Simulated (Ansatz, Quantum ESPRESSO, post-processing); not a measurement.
# Work-function anisotropy of Li, part 2 of 2

Wanted: work functions of Li face by face, under two functionals.

Quantum ESPRESSO 7.5; plane-wave DFT, PBE, GBRV ultrasoft pseudopotentials; geometry and cross-check by Ansatz 0.2.0 with PAW datasets.

So far. Step 11 (Potential by pp.x of (100)): On (100) the work function under PBEsol lies +0.02 eV from PBE's. Step 12 (Geometry from Ansatz of (111)): The relaxation lowers the energy by 5 meV an atom. Held were the atoms numbered 3, 4, 5, 6 and 7; the forces quoted are those on the free ones.

## Step 13: Self-consistent run of (111), PBE

Level of this step: plane-wave DFT, PBE, GBRV ultrasoft pseudopotentials (Quantum ESPRESSO 7.5).

Input file 111.pbe.in:

```
&control
  prefix = '111.pbe'
  outdir = './out'
  pseudo_dir = './pseudo'
  calculation = 'scf'
  tprnfor = .true.
/
&system
  ibrav = 0
  nat = 9
  ntyp = 1
  ecutwfc = 40
  ecutrho = 200
  occupations = 'smearing'
  smearing = 'mv'
  degauss = 0.02
/
&electrons
  conv_thr = 1e-07
  mixing_beta = 0.4
  electron_maxstep = 120
  mixing_mode = 'local-TF'
/
ATOMIC_SPECIES
  Li  6.9400  li_pbe_v1.4.uspp.F.UPF
CELL_PARAMETERS angstrom
  4.93560533271608 0.00000000002887 0.00000000000000
  2.46780266633304 4.27435960120051 0.00000000000000
  0.00000000000000 0.00000000000000 24.05980975790000
ATOMIC_POSITIONS crystal
  Li  0.333333333333 0.333333333333 0.337420528088
  Li  0.666666666667 0.666666666667 0.382898279268
  Li  0.000000000000 0.000000000000 0.416252353600
  Li  0.333333333333 0.333333333333 0.458126176800
  Li  0.666666666667 0.666666666667 0.500000000000
  Li  0.000000000000 0.000000000000 0.541873823200
  Li  0.333333333333 0.333333333333 0.583747646400
  Li  0.666666666667 0.666666666667 0.617101717228
  Li  0.000000000000 0.000000000000 0.662579458891
K_POINTS automatic
  6 6 1 0 0 0
```

Run with:

```
$ OMP_NUM_THREADS=1 mpirun -n 2 pw.x -nk 2 -in 111.pbe.in > 111.pbe.out
```

Run time: 43 s. Hardware: 2 MPI ranks of Arm Neoverse V2, shared host; peak memory 0.47 GiB.

This step gave:

```
free energy  : -1770.6893 eV
Fermi energy : -1.413 eV
```

## Step 14: Potential by pp.x of (111)

Input file 111.pbe.pot.in:

```
&inputpp
  prefix = '111.pbe'
  outdir = './out'
  filplot = '111.pbe.pot.dat'
  plot_num = 11
/
```

Run with:

```
$ OMP_NUM_THREADS=1 mpirun -n 2 pp.x -in 111.pbe.pot.in > 111.pbe.pot.out
```

It took 0.99 s on 2 MPI ranks; peak memory 0.12 GiB.

Read from the output:

- work function of the upper face: 2.880 eV
- slope of the potential above: 6.49e-4 eV/Å
- upper vacuum line continued to the top atoms, over the Fermi level: 2.877 eV
- work function of the lower face: 2.881 eV
- slope of the potential below: -4.91e-4 eV/Å
- lower vacuum line continued to the bottom atoms, over the Fermi level: 2.878 eV

Electrostatic potential energy of an electron; zero at the Fermi level. The potential energy, planar mean by z:

| z (Å) | potential energy, planar mean (eV) |
| --- | --- |
| 0.0 | 2.88 |
| 0.5 | 2.88 |
| 1.0 | 2.88 |
| 1.5 | 2.88 |
| 2.0 | 2.88 |
| 2.5 | 2.88 |
| 3.0 | 2.88 |
| 3.5 | 2.88 |
| 4.0 | 2.88 |
| 4.5 | 2.87 |
| 5.0 | 2.86 |
| 5.5 | 2.83 |
| 6.0 | 2.75 |
| 6.5 | 2.57 |
| 7.0 | 2.15 |
| 7.5 | 1.25 |
| 8.0 | 0.126 |
| 8.5 | -0.150 |
| 9.0 | -0.311 |
| 9.5 | -0.652 |
| 10.0 | -0.400 |
| 10.5 | -0.190 |
| 11.0 | -0.0964 |
| 11.5 | -0.0782 |
| 12.0 | -0.0667 |
| 12.5 | -0.0776 |
| 13.0 | -0.0917 |
| 13.5 | -0.176 |
| 14.0 | -0.365 |
| 14.5 | -0.694 |
| 15.0 | -0.335 |
| 15.5 | -0.134 |
| 16.0 | 0.0627 |
| 16.5 | 1.09 |
| 17.0 | 2.08 |
| 17.5 | 2.54 |
| 18.0 | 2.74 |
| 18.5 | 2.82 |
| 19.0 | 2.86 |
| 19.5 | 2.87 |
| 20.0 | 2.88 |
| 20.5 | 2.88 |
| 21.0 | 2.88 |
| 21.5 | 2.88 |
| 22.0 | 2.88 |
| 22.5 | 2.88 |
| 23.0 | 2.88 |
| 23.5 | 2.88 |

## Step 15: Self-consistent run of (111), PBEsol

Level of this step: plane-wave DFT, PBEsol, GBRV ultrasoft pseudopotentials (Quantum ESPRESSO 7.5).

111.pbesol.in is the input of step 13 with these lines changed:

```diff
@@ -1,3 +1,3 @@
 &control
-  prefix = '111.pbe'
+  prefix = '111.pbesol'
   outdir = './out'
@@ -24,3 +24,3 @@
 ATOMIC_SPECIES
-  Li  6.9400  li_pbe_v1.4.uspp.F.UPF
+  Li  6.9400  li_pbesol_v1.4.uspp.F.UPF
 CELL_PARAMETERS angstrom
```

Run with:

```
$ OMP_NUM_THREADS=1 mpirun -n 2 pw.x -nk 2 -in 111.pbesol.in > 111.pbesol.out
```

Wall time 46 s (2 MPI ranks); peak memory 0.48 GiB; 91 s of CPU time.

Numbers from this step:

```
free energy  : -1758.1343 eV
Fermi energy : -1.422 eV
```

## Step 16: Electrostatic potential of (111)

Input file 111.pbesol.pot.in:

```
&inputpp
  prefix = '111.pbesol'
  outdir = './out'
  filplot = '111.pbesol.pot.dat'
  plot_num = 11
/
```

Run with:

```
$ OMP_NUM_THREADS=1 mpirun -n 2 pp.x -in 111.pbesol.pot.in > 111.pbesol.pot.out
```

Run time: 0.98 s. Hardware: 2 MPI ranks; peak memory 0.13 GiB.

Read from the output:

```
work function of the upper face                                       : 2.904 eV
slope of the potential above                                          : 6.33e-4 eV/Å
upper vacuum line continued to the top atoms, over the Fermi level    : 2.901 eV
work function of the lower face                                       : 2.904 eV
slope of the potential below                                          : -4.79e-4 eV/Å
lower vacuum line continued to the bottom atoms, over the Fermi level : 2.902 eV
```

On (111) the work function under PBEsol lies +0.02 eV from PBE's.

## Step 17: The series side by side

All levels:

| level | work function (eV) | Ansatz, PBE (eV) | CPU time (s) |
| --- | --- | --- | --- |
| (110), PBE | 3.173 | 3.192 | 92.4 |
| (110), PBEsol | 3.2 | - | 86.62 |
| (100), PBE | 2.906 | 2.949 | 35.56 |
| (100), PBEsol | 2.93 | - | 35.82 |
| (111), PBE | 2.88 | 2.922 | 85.12 |
| (111), PBEsol | 2.904 | - | 91.33 |

## Step 18: The arithmetic

For (110) under PBE, on the run's own zero: φ = 2.299 − (-0.874) = 3.173 eV.

## Step 19: Summary of results

| Property | Result |
| --- | --- |
| work function of (110), PBE | 3.17 eV |
| work function of (110), PBEsol | 3.20 eV |
| work function of (100), PBE | 2.91 eV |
| work function of (100), PBEsol | 2.93 eV |
| work function of (111), PBE | 2.88 eV |
| work function of (111), PBEsol | 2.90 eV |

**Reading.** Under PBE the work functions are 3.17 eV on (110), 2.91 eV on (100) and 2.88 eV on (111). In order of packing, from 8.61 to 21.10 Å² an atom, the faces are (110), (100) and (111). The work function falls in the same order, as Smoluchowski's picture of charge smoothing over rough faces expects, though faces within 0.08 eV of each other are not told apart by these slabs. PBEsol lies +0.02 to +0.03 eV from PBE on the same atoms, nearly a rigid shift. The top two spacings change by -6.8 and -3.4 % on (110), +2.1 and -4.1 % on (100) and +8.6 and -20.3 % on (111). Ansatz, with Fermi-Dirac smearing and its own datasets, agrees within 0.04 eV under PBE. The slabs are thin and unreconstructed, at the tabulated lattice constant; thickness and mesh leave some 0.05 to 0.1 eV open.

Calculation against experiment:

| quantity | measured | (110), PBE | (100), PBE | (111), PBE |
| --- | --- | --- | --- | --- |
| work function, loosely compared (polycrystalline sample, no single face) (eV) | 2.93 | 3.17 (+0.24 eV) | 2.91 (-0.02 eV) | 2.88 (-0.05 eV) |

Measured values from arxiv:1902.07811 (2019).

Verdict: A polycrystal averages over faces, so this is a loose comparison.

[Logs are printed without paths, hosts, clocks, repeated set-up lines and the standing remarks that a program may print on its own settings, such as how far it seeks lower states.]

[Hosts, paths, dates, database ids (printed as entryN), source tags and the programs' standing remarks are cut or masked in the printed files.]

[Maps of the electrostatic potential energy from Ansatz leave out the sawtooth potential of an applied field or a dipole correction, so their vacuum need not be flat; planar profiles and work functions include it.]
